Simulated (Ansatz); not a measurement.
# How fast states decay through AlGa3P4, part 2 of 3

Wanted: the relaxed cell of AlGa3P4, its band edges and its decay constants. It is built by putting P for N in the AlGa3N4 structure of space group P-43m, with the volume rescaled by atomic radii. The parent structure comes from the Materials Project.

Ansatz 0.2.0; PBE DFT, plane waves, PAW files (the session's first sound run).

So far. Step 2 (Relaxing the new crystal): The largest force component on a free atom ends at 6.4e-4 eV/Å.

The structure was built from a prototype and need not be the compound's stable phase.

## 3. Band edges

The energy window and the wavevectors of the next steps follow from the band edges, so these are searched first, off the mesh as well.

Contents of input.yaml:

```yaml
crystal:
  lattice:
    - [5.5072184115, 0.0, 0.0]
    - [0.0, 5.5072184115, 0.0]
    - [0.0, 0.0, 5.5072184115]
  atoms:
    - { symbol: Al, position: [0.0, 0.0, 0.0] }
    - { symbol: Ga, position: [0.5, 0.5, 0.0] }
    - { symbol: Ga, position: [0.5, 0.0, 0.5] }
    - { symbol: Ga, position: [0.0, 0.5, 0.5] }
    - { symbol: P, position: [0.75050129, 0.75050129, 0.24949871] }
    - { symbol: P, position: [0.75050129, 0.24949871, 0.75050129] }
    - { symbol: P, position: [0.24949871, 0.75050129, 0.75050129] }
    - { symbol: P, position: [0.24949871, 0.24949871, 0.24949871] }
kpoints:
  mp_grid: { grid: [6, 6, 6] }
  band_path: { path: [VBM, CBM], npoints: 30 }
scf:
  occupations: { method: fixed }
hamiltonian:
  xc: pbe
output:
  eigenvalues: true
  write_potential: true
  write_density: true
  volumetric_format: npy
  elf: true
```

Run with:

```
> ansatz run input.yaml --threads 2 --pin off --max-ram 4096MiB --backend cpu --events-out ev --progress --plain --runs-dir out
```

Numbers of over 12 decimals in the logs are rounded to 6 here.

The log of the run:

```text
[...]
Crystal: 8 atoms, lattice volume = 167.031 Å³
Basis set: ecut = 420 eV, 3239 PW (Γ)
Bands: 39, of which v1, the nominal top of the filled ones, is band 31 counted from 1 (30 counted from 0)
Symmetry: 24 space group operations
[...]
k-points: 20 of 216 (time reversal used)
[...]
SCF iter   1: F=—  HF=-14913.109492 eV  |F-HF|=—  |Δ(HF+E_count)|=         —  Δρ=1.41e-3  dr2=5.52e-3  ethr=1.77e-3  ⟨swp⟩=6.0  Hψ=2976  notcnv=0  defer=104
[...]
SCF iter   7: F=-14913.104999 eV  HF=-14913.104999 eV  |F-HF|=5.38e-9  |Δ(HF+E_count)|=   4.02e-7  Δρ=1.85e-6  dr2=6.57e-9  ethr=1.61e-10  ⟨swp⟩=12.4  Hψ=3711  notcnv=0
SCF 1 converged in 7 iterations: F = -14913.104999 eV  dr2 = 6.57e-9
[...]
NSCF: frozen V_eff on 20 k-points
[...]
SCF converged after 7 iterations
Free energy (F): -14913.104999 eV
[...]
Internal energy: -14913.104999 eV  (E = F + TS)
E sigma→0 (E₀):  -14913.104999 eV
Fermi energy:    6.207093 eV
[...]
--- Band table (eV; the first three rows and the last of 20) ---
  k-point 0: bands = [... 27 lower, 3.7861, 6.2071, 6.2071, 6.2071, 7.9325, 7.9325, 7.9325, 7.9696, ... 4 higher]
  k-point 1: bands = [... 27 lower, 3.8872, 5.4207, 5.9285, 5.9285, 7.8732, 8.3965, 8.4357, 8.4357, ... 4 higher]
  k-point 2: bands = [... 27 lower, 4.2017, 4.2017, 5.3276, 5.3276, 8.0990, 9.1302, 9.1751, 9.6671, ... 4 higher]
  k-point 19: bands = [... 27 lower, 5.2416, 5.2790, 5.2790, 5.2790, 7.8473, 7.8473, 7.8473, 8.8412, ... 4 higher]
```

It took 17 s on 2 threads of Intel Xeon Platinum 8488C (Sapphire Rapids), shared host; peak memory 0.51 GiB; 34 s of CPU time.

This step gave:

```yaml
free_energy: -14913.1050 eV
fermi_energy: 6.207 eV
gap_on_the_k_mesh: 1.640 eV
gap_on_path: 1.640 eV, by band count; negative where bands overlap
direct_gap_on_path: 1.725 eV
edge_places_on_path: 0, 0.9880 1/A along the path
```

Electronic bands along the path, in eV, zero at the Fermi level (highest filled level under fixed occupations); v1 is the highest filled band, c1 the lowest empty one:

| point | v4 | v3 | v2 | v1 | c1 | c2 | c3 | c4 |
| --- | --- | --- | --- | --- | --- | --- | --- | --- |
| VBM | -2.42 | 0.00 | 0.00 | 0.00 | 1.73 | 1.73 | 1.73 | 1.76 |
| halfway | -1.83 | -1.81 | -0.57 | -0.57 | 2.27 | 2.44 | 2.44 | 2.88 |
| CBM | -0.97 | -0.93 | -0.93 | -0.93 | 1.64 | 1.64 | 1.64 | 2.63 |

Valence density in the ac plane at fractional y = 0.000, with atoms of Al and Ga within 0.2 Å of it. It is the smooth field of the valence electrons, not physical close to the nuclei.

Ten steps, logarithmic in the rise over the least value, from '0' (0 e/Å³) to '9' (36 e/Å³), each cell a mean:
```
000000000000000
000000000000000
000000000000000
000000000000000
000001111100000
000001355210000
000002698410000
000001587310000
000001232110000
000000111000000
000000000000000
000000000000000
000000000000000
000000000000000
```
Columns run along a (5.5 Å), rows up along c (5.5 Å). Atoms in or near the plane, at fractional coordinates: Al at (0.00, 0.00), Ga at (0.50, 0.50).

Electrostatic potential energy in the ac plane at fractional y = 0.000, with atoms of Al and Ga within 0.2 Å of it. With pseudopotentials it is smooth inside the atoms' cores, unlike the true potential.

Values in eV, 14 rows by 15 columns, each cell a mean:
```
 -2  -9  -6   4   9  10  10  10  10  10   9   7   0 -10  -5
-11  -8   1   6   9  10  10  10  10  10   9   8   5  -3 -10
  1   4   6   8   8   9   9   9   9   9   9   8   7   5   2
  8   8   8   8   8   8   7   6   7   7   8   8   8   8   8
 10  10   9   9   8   5  -1  -6  -5   2   6   8   9  10  10
 10  10  10   9   6  -3 -14 -16 -16 -10   2   8   9  10  10
 10  10  10   9   5  -8 -16 -16 -16 -15  -1   7  10  10  10
 10  10  10   9   5  -7 -16 -16 -16 -13   0   7  10  10  10
 10  10  10   9   7   1  -9 -14 -13  -4   5   8   9  10  10
  9   9   9   9   8   7   4   2   3   6   7   8   9   9   9
  6   7   8   8   8   9   9   8   8   9   8   8   8   7   6
 -6  -2   4   7   9   9  10  10  10  10   9   8   6   2  -4
 -8 -11  -3   5   9  10  10  10  10  10   9   8   2  -8 -10
  2  -7  -7   4   8  10  10  10  10  10   9   7  -1 -10  -2
```
Columns run along a (5.5 Å; values clipped at the 3rd and 97th percentile), rows up along c (5.5 Å). Atoms in or near the plane, at fractional coordinates: Al at (0.00, 0.00), Ga at (0.50, 0.50).

ELF in the ac plane at fractional y = 0.000, with atoms of Al and Ga within 0.2 Å of it. It is the smooth field of the valence electrons, not physical close to the nuclei.

Ten even steps from '_' (0.01) to '@' (0.72), each cell a mean:
```
__..++++--..________::==**--__
::**@@%%++--..____..==##@@%%==
++##@@@@##++::..::--**%%@@@@**
--++######**==----++######**--
..::==**##++------==****++--..
____..--==--::....--====::..__
______::----....__::----..____
____..::----..____::----..____
__..::==**==--::::--++++--..__
..--++####**==----++####**==::
==**%%%%##**==::--++##%%%%##++
==%%@@@@**==..__..::++%%@@@@**
__--%%##==::______..--++%%**..
::__--==::__________..--==....
```
Columns run along a (5.5 Å), rows up along c (5.5 Å). Atoms in or near the plane, at fractional coordinates: Al at (0.00, 0.00), Ga at (0.50, 0.50).

The searched edges give 1.64 eV, as on the mesh.

## 4. Complex bands, plane (001), k-mesh 4×4×4

This step: PBE DFT, plane waves, PAW files; complex bands by layer matching along the plane's normal (Ansatz 0.2.0).

The same crystal is laid in a cell whose first two vectors span the (001) plane (indices of the standard conventional cell, whose axes can be ordered otherwise than in the bulk input). At fixed energy and wavevector in the plane the solver finds all kz, real and complex. A few wavevectors are listed, (0, 0), (-0.5, -0.5) and (0.5, 0) in units of the plane's reciprocal vectors; the slowest state needn't be among them.

input.yaml, as its differences from that of step 3:

```diff
@@ -2,5 +2,5 @@
   lattice:
-    - [5.5072184115, 0.0, 0.0]
-    - [0.0, 5.5072184115, 0.0]
-    - [0.0, 0.0, 5.5072184115]
+    - [5.507218412, 0.0, 0.0]
+    - [0.0, 5.507218412, 0.0]
+    - [0.0, 0.0, 5.507218412]
   atoms:
@@ -15,4 +15,3 @@
 kpoints:
-  mp_grid: { grid: [6, 6, 6] }
-  band_path: { path: [VBM, CBM], npoints: 30 }
+  mp_grid: { grid: [4, 4, 4] }
 scf:
@@ -23,5 +22,6 @@
   eigenvalues: true
-  write_potential: true
-  write_density: true
-  volumetric_format: npy
-  elf: true
+  transmission:
+    leads: [[0, 0]]
+    kpoints: [[0.0, 0.0], [-0.5, -0.5], [0.5, 0.0]]
+    e_range: [-1.0, 2.64]
+    de: 0.07
```

The log of the run:

```text
[...]
Crystal: 8 atoms, lattice volume = 167.031 Å³
Basis set: ecut = 420 eV, 3239 PW (Γ)
Bands: 39, of which v1, the nominal top of the filled ones, is band 31 counted from 1 (30 counted from 0)
Symmetry: 24 space group operations
[...]
k-points: 10 of 64 (time reversal used)
[...]
SCF iter   1: F=—  HF=-14913.099721 eV  |F-HF|=—  |Δ(HF+E_count)|=         —  Δρ=1.35e-3  dr2=5.04e-3  ethr=1.77e-3  ⟨swp⟩=5.9  Hψ=1491  notcnv=0  defer=48
[...]
SCF iter   7: F=-14913.095894 eV  HF=-14913.095894 eV  |F-HF|=3.71e-9  |Δ(HF+E_count)|=   2.99e-7  Δρ=1.46e-6  dr2=4.50e-9  ethr=1.61e-10  ⟨swp⟩=11.8  Hψ=1654  notcnv=0
SCF 1 converged in 7 iterations: F = -14913.095894 eV  dr2 = 4.50e-9
[...]
transmission: 8 of 24 steps passed
transmission: 16 of 24 steps passed
transmission: 24 of 24 steps passed
SCF converged after 7 iterations
Free energy (F): -14913.095894 eV
[...]
Internal energy: -14913.095894 eV  (E = F + TS)
E sigma→0 (E₀):  -14913.095894 eV
Fermi energy:    6.208608 eV
[...]
--- Band table (eV; the first three rows and the last of 10) ---
  k-point 0: bands = [... 27 lower, 3.7873, 6.2086, 6.2086, 6.2086, 7.9330, 7.9330, 7.9330, 7.9705, ... 4 higher]
  k-point 1: bands = [... 27 lower, 4.0209, 4.7921, 5.6462, 5.6462, 7.9553, 8.7460, 8.9914, 8.9914, ... 4 higher]
  k-point 2: bands = [... 27 lower, 4.6451, 4.6451, 4.7636, 4.7636, 8.4796, 8.6566, 9.8938, 9.9778, ... 4 higher]
  k-point 9: bands = [... 27 lower, 5.2428, 5.2803, 5.2803, 5.2803, 7.8481, 7.8481, 7.8481, 8.8421, ... 4 higher]
--- Transmission ---
  basis      : 261 plane waves across, 8 finite elements along
  points     : 3, as listed
  energies   : 53 from -1.000000 to 2.640000 eV about the Fermi level, 0.070000 eV apart; the leads are filled to 0.819740 eV, and channels, transmission and decay are at 0.820000 eV
  crystal 0  : P4Al1Ga3, at the sites [0, 0], period 5.5072 Å: whole cells are its period
    offset         : up to 0.0000 Å between an atom of the period and one for which it stands
    channels       : 0.000000e0 a spin
    conductance    : none, the energies end too early or step too widely for 300 K: set another output.transmission.e_range or a lower de, or, where they end at an eighth of basis.ecutwfc, a higher one
    slowest decay  : 0.1219 /Å at (0.0000, 0.0000)
```

Elapsed: 83 s, on 2 threads; peak memory 1 GiB; 2.1 min of CPU time.

This step gave:

| Item | Value |
| --- | --- |
| free energy | -14913.0959 eV |
| Fermi energy | 6.209 eV |
| gap on the k-mesh | 1.639 eV |
| level to which the leads are filled | 0.8197 eV from the Fermi level |
| decay constant at the filling level, zone centre | 0.1219 Å⁻¹ |
| decay constant at the filling level, slowest listed point | 0.1219 Å⁻¹ |

K parallel (0, 0); values up to 1.5 1/Å, a degenerate pair printed once or twice; energies at which all values exceed this have no row. Im kz of the slowest decaying states against energy, zero at the highest filled level on the SCF mesh:

| energy (eV) | decay 1 (Å⁻¹) | decay 2 (Å⁻¹) | decay 3 (Å⁻¹) | decay 4 (Å⁻¹) |
| --- | --- | --- | --- | --- |
| -1.00 | 0.280 | 0.299 | 0.309 | 0.807 |
| -0.79 | 0.283 | 0.301 | 0.315 | 0.776 |
| -0.65 | 0.284 | 0.301 | 0.317 | 0.754 |
| -0.44 | 0.283 | 0.298 | 0.318 | 0.721 |
| -0.30 | 0.280 | 0.294 | 0.317 | 0.697 |
| -0.09 | 0.275 | 0.287 | 0.314 | 0.661 |
| -0.02 | 0.272 | 0.283 | 0.313 | 0.648 |
| 0.12 | 0.0601 | 0.116 | 0.267 | 0.276 |
| 0.26 | 0.0849 | 0.167 | 0.260 | 0.266 |
| 0.47 | 0.106 | 0.226 | 0.241 | 0.247 |
| 0.61 | 0.115 | 0.238 | 0.239 | 0.287 |
| 0.82 | 0.122 | 0.220 | 0.242 | 0.275 |
| 1.03 | 0.122 | 0.198 | 0.208 | 0.261 |
| 1.17 | 0.119 | 0.180 | 0.187 | 0.253 |
| 1.38 | 0.107 | 0.148 | 0.149 | 0.266 |
| 1.52 | 0.0938 | 0.116 | 0.119 | 0.174 |
| 1.73 | 0.00987 | 0.0439 | 0.0481 | 0.278 |
| 1.94 | 0.248 | 0.303 | 1.39 | - |
| 2.08 | 0.223 | 0.302 | 1.38 | - |
| 2.29 | 0.0191 | 0.180 | 0.297 | 1.36 |
| 2.43 | 0.0179 | 0.146 | 0.293 | 1.35 |
| 2.64 | 0.0730 | 0.283 | 1.33 | 1.46 |

K parallel (0, 0). Table of Re kz of states that move upwards by energy, zero at the highest filled level on the SCF mesh:

| energy (eV) | channel 1 (Å⁻¹) | channel 2 (Å⁻¹) | channel 3 (Å⁻¹) | channel 4 (Å⁻¹) | channel 5 (Å⁻¹) | channel 6 (Å⁻¹) |
| --- | --- | --- | --- | --- | --- | --- |
| -1.00 | -0.416 | -0.416 | -0.223 | - | - | - |
| -0.86 | -0.374 | -0.374 | -0.202 | - | - | - |
| -0.72 | -0.333 | -0.333 | -0.180 | - | - | - |
| -0.58 | -0.291 | -0.291 | -0.157 | - | - | - |
| -0.44 | -0.246 | -0.246 | -0.132 | - | - | - |
| -0.30 | -0.198 | -0.198 | -0.106 | - | - | - |
| -0.16 | -0.141 | -0.141 | -0.0748 | - | - | - |
| -0.02 | -0.0485 | -0.0485 | -0.0255 | - | - | - |
| 0.05 | - | - | - | - | - | - |
| 0.19 | - | - | - | - | - | - |
| 0.33 | - | - | - | - | - | - |
| 0.47 | - | - | - | - | - | - |
| 0.61 | - | - | - | - | - | - |
| 0.75 | - | - | - | - | - | - |
| 0.89 | - | - | - | - | - | - |
| 1.03 | - | - | - | - | - | - |
| 1.17 | - | - | - | - | - | - |
| 1.31 | - | - | - | - | - | - |
| 1.45 | - | - | - | - | - | - |
| 1.59 | - | - | - | - | - | - |
| 1.80 | 0.00520 | 0.0401 | 0.0484 | 0.0718 | 0.0718 | 0.325 |
| 1.94 | 0.0667 | 0.106 | 0.107 | 0.122 | 0.122 | 0.406 |
| 2.08 | 0.102 | 0.143 | 0.157 | 0.158 | 0.158 | 0.471 |
| 2.22 | 0.132 | 0.173 | 0.189 | 0.189 | 0.199 | 0.532 |
| 2.36 | 0.160 | 0.200 | 0.215 | 0.215 | 0.239 | - |
| 2.50 | -0.534 | 0.187 | 0.224 | 0.240 | 0.240 | 0.276 |
| 2.64 | -0.484 | 0.213 | 0.247 | 0.263 | 0.263 | 0.311 |

K parallel (-0.5, -0.5); values up to 1.5 1/Å, a degenerate pair printed once or twice; energies at which all values exceed this have no row. Im kz of the slowest decaying states against energy, zero at the highest filled level on the SCF mesh:

| energy (eV) | decay 1 (Å⁻¹) | decay 2 (Å⁻¹) | decay 3 (Å⁻¹) | decay 4 (Å⁻¹) |
| --- | --- | --- | --- | --- |
| -1.00 | 0.0438 | 0.122 | 0.142 | 1.07 |
| -0.79 | 0.0836 | 0.0900 | 0.118 | 0.373 |
| -0.65 | 0.112 | 0.117 | 0.145 | 0.459 |
| -0.44 | 0.139 | 0.143 | 0.175 | 0.527 |
| -0.30 | 0.152 | 0.155 | 0.190 | 0.555 |
| -0.09 | 0.164 | 0.168 | 0.207 | 0.583 |
| -0.02 | 0.167 | 0.171 | 0.212 | 0.585 |
| 0.12 | 0.172 | 0.176 | 0.220 | 0.589 |
| 0.26 | 0.174 | 0.178 | 0.227 | 0.594 |
| 0.47 | 0.174 | 0.178 | 0.233 | 0.597 |
| 0.61 | 0.171 | 0.175 | 0.236 | 0.598 |
| 0.82 | 0.163 | 0.167 | 0.238 | 0.596 |
| 1.03 | 0.149 | 0.153 | 0.236 | 0.591 |
| 1.17 | 0.136 | 0.139 | 0.234 | 0.587 |
| 1.38 | 0.106 | 0.109 | 0.227 | 0.579 |
| 1.52 | 0.0747 | 0.0769 | 0.220 | 0.572 |
| 1.73 | 0.207 | 0.560 | 0.612 | 0.636 |
| 1.94 | 0.190 | 0.545 | 0.600 | 0.622 |
| 2.08 | 0.174 | 0.535 | 0.591 | 0.612 |
| 2.29 | 0.143 | 0.518 | 0.576 | 0.591 |
| 2.43 | 0.113 | 0.505 | 0.561 | 0.565 |
| 2.64 | 0.484 | 0.511 | 0.547 | 0.555 |

K parallel (0.5, 0); values up to 1.5 1/Å, a degenerate pair printed once or twice; energies at which all values exceed this have no row. The Im kz of the slowest decaying states by energy, zero at the highest filled level on the SCF mesh:

| energy (eV) | decay 1 (Å⁻¹) | decay 2 (Å⁻¹) | decay 3 (Å⁻¹) | decay 4 (Å⁻¹) |
| --- | --- | --- | --- | --- |
| -1.0000 | 0.0153 | 0.182 | 0.203 | 0.721 |
| -0.7200 | 0.159 | 0.182 | 0.219 | 0.233 |
| -0.5100 | 0.217 | 0.235 | 0.237 | 0.247 |
| -0.2300 | 0.252 | 0.260 | 0.266 | 0.280 |
| -0.0200 | 0.259 | 0.264 | 0.290 | 0.304 |
| 0.2600 | 0.263 | 0.265 | 0.312 | 0.325 |
| 0.4700 | 0.262 | 0.262 | 0.322 | 0.335 |
| 0.7500 | 0.254 | 0.257 | 0.329 | 0.342 |
| 1.0300 | 0.240 | 0.246 | 0.327 | 0.331 |
| 1.2400 | 0.226 | 0.235 | 0.325 | 0.339 |
| 1.5200 | 0.200 | 0.214 | 0.315 | 0.330 |
| 1.7300 | 0.174 | 0.193 | 0.304 | 0.320 |
| 2.0100 | 0.125 | 0.156 | 0.283 | 0.302 |
| 2.2200 | 0.0567 | 0.115 | 0.263 | 0.285 |
| 2.5000 | 0.227 | 0.255 | 0.361 | 0.389 |

At the listed wavevectors the last open channel is at -0.02 eV and the next at +1.66 eV on the grid. At +0.82 eV, the grid energy nearest the filling level (the middle of the gap on the SCF mesh), the slowest state at the listed wavevectors decays with κ = 0.122 Å⁻¹, its amplitude falling by e over 8.2 Å. Through 1 nm of this crystal that state's transmission falls by exp(−2 × 0.122 Å⁻¹ × 10 Å) = 0.087.

## 5. Decay over the two-dimensional zone

The listed points could miss the slowest state, so one energy near mid-gap is solved on a mesh of 8×8.

input.yaml, as its differences from that of step 4:

```diff
@@ -22,6 +22,2 @@
   eigenvalues: true
-  transmission:
-    leads: [[0, 0]]
-    kpoints: [[0.0, 0.0], [-0.5, -0.5], [0.5, 0.0]]
-    e_range: [-1.0, 2.64]
-    de: 0.07
+  transmission: { leads: [[0, 0]], kmesh: [8, 8], e_range: [0.82, 0.83], de: 0.05 }
```

The log of the run:

```text
[...]
Crystal: 8 atoms, lattice volume = 167.031 Å³
Basis set: ecut = 420 eV, 3239 PW (Γ)
Bands: 39, of which v1, the nominal top of the filled ones, is band 31 counted from 1 (30 counted from 0)
Symmetry: 24 space group operations
[...]
k-points: 10 of 64 (time reversal used)
[...]
SCF iter   1: F=—  HF=-14913.099721 eV  |F-HF|=—  |Δ(HF+E_count)|=         —  Δρ=1.35e-3  dr2=5.04e-3  ethr=1.77e-3  ⟨swp⟩=5.9  Hψ=1491  notcnv=0  defer=48
[...]
SCF iter   7: F=-14913.095894 eV  HF=-14913.095894 eV  |F-HF|=3.71e-9  |Δ(HF+E_count)|=   2.99e-7  Δρ=1.46e-6  dr2=4.50e-9  ethr=1.61e-10  ⟨swp⟩=11.8  Hψ=1654  notcnv=0
SCF 1 converged in 7 iterations: F = -14913.095894 eV  dr2 = 4.50e-9
[...]
transmission: 28 of 147 steps passed
transmission: 56 of 147 steps passed
[...]
transmission: 147 of 147 steps passed
SCF converged after 7 iterations
Free energy (F): -14913.095894 eV
[...]
Internal energy: -14913.095894 eV  (E = F + TS)
E sigma→0 (E₀):  -14913.095894 eV
Fermi energy:    6.208608 eV
[...]
--- Band table (eV; the first three rows and the last of 10) ---
  k-point 0: bands = [... 27 lower, 3.7873, 6.2086, 6.2086, 6.2086, 7.9330, 7.9330, 7.9330, 7.9705, ... 4 higher]
  k-point 1: bands = [... 27 lower, 4.0209, 4.7921, 5.6462, 5.6462, 7.9553, 8.7460, 8.9914, 8.9914, ... 4 higher]
  k-point 2: bands = [... 27 lower, 4.6451, 4.6451, 4.7636, 4.7636, 8.4796, 8.6566, 9.8938, 9.9778, ... 4 higher]
  k-point 9: bands = [... 27 lower, 5.2428, 5.2803, 5.2803, 5.2803, 7.8481, 7.8481, 7.8481, 8.8421, ... 4 higher]
--- Transmission ---
  basis      : 261 plane waves across, 7 finite elements along
  points     : 21, standing for a mesh of 8 x 8
  energies   : 1 from 0.820000 to 0.820000 eV about the Fermi level; the leads are filled to 0.819740 eV, and channels, transmission and decay are at 0.820000 eV
  crystal 0  : P4Al1Ga3, at the sites [0, 0], period 5.5072 Å: whole cells are its period
[...]
channels       : 0.000000e0 a spin
    conductance    : none, crystal 0 has no channel at the energies, or these end too early or step too widely for 300 K: set another output.transmission.e_range or a lower de, or, where they end at an eighth of basis.ecutwfc, a higher one
    slowest decay  : 0.1219 /Å at (0.0000, 0.0000)
```

It took 35 s on 2 threads; peak memory 1.1 GiB; 69 s of CPU time.

Numbers from this step:

```
least decay constant on the mesh : 0.1219 Å⁻¹
```

Slowest decay constant (1/Å; 0 where a channel is open) over k1 and k2. At 0.8200 eV from the Fermi level.

Ten even steps from '0' (0.122) to '9' (0.329):
```
43475743
84344434
97433347
65430345
97433347
84344434
43475743
14896984
```
Columns: k1 (b1) from -0.5 to 0.375; rows upwards: k2 (b2) from -0.5 to 0.375.

The least value on the mesh is 0.122 Å⁻¹ at +0.82 eV. At that energy the listed points give about 0.122 Å⁻¹ by interpolation, so the mesh holds no clearly slower state.

(Continued in part 3 of 3.)

[Logs are printed without paths, hosts, clocks, repeated set-up lines and the standing remarks that a program may print on its own settings, such as how far it seeks lower states.]

[Hosts, paths, dates, database ids (printed as entryN), source tags and the programs' standing remarks are cut or masked in the printed files.]
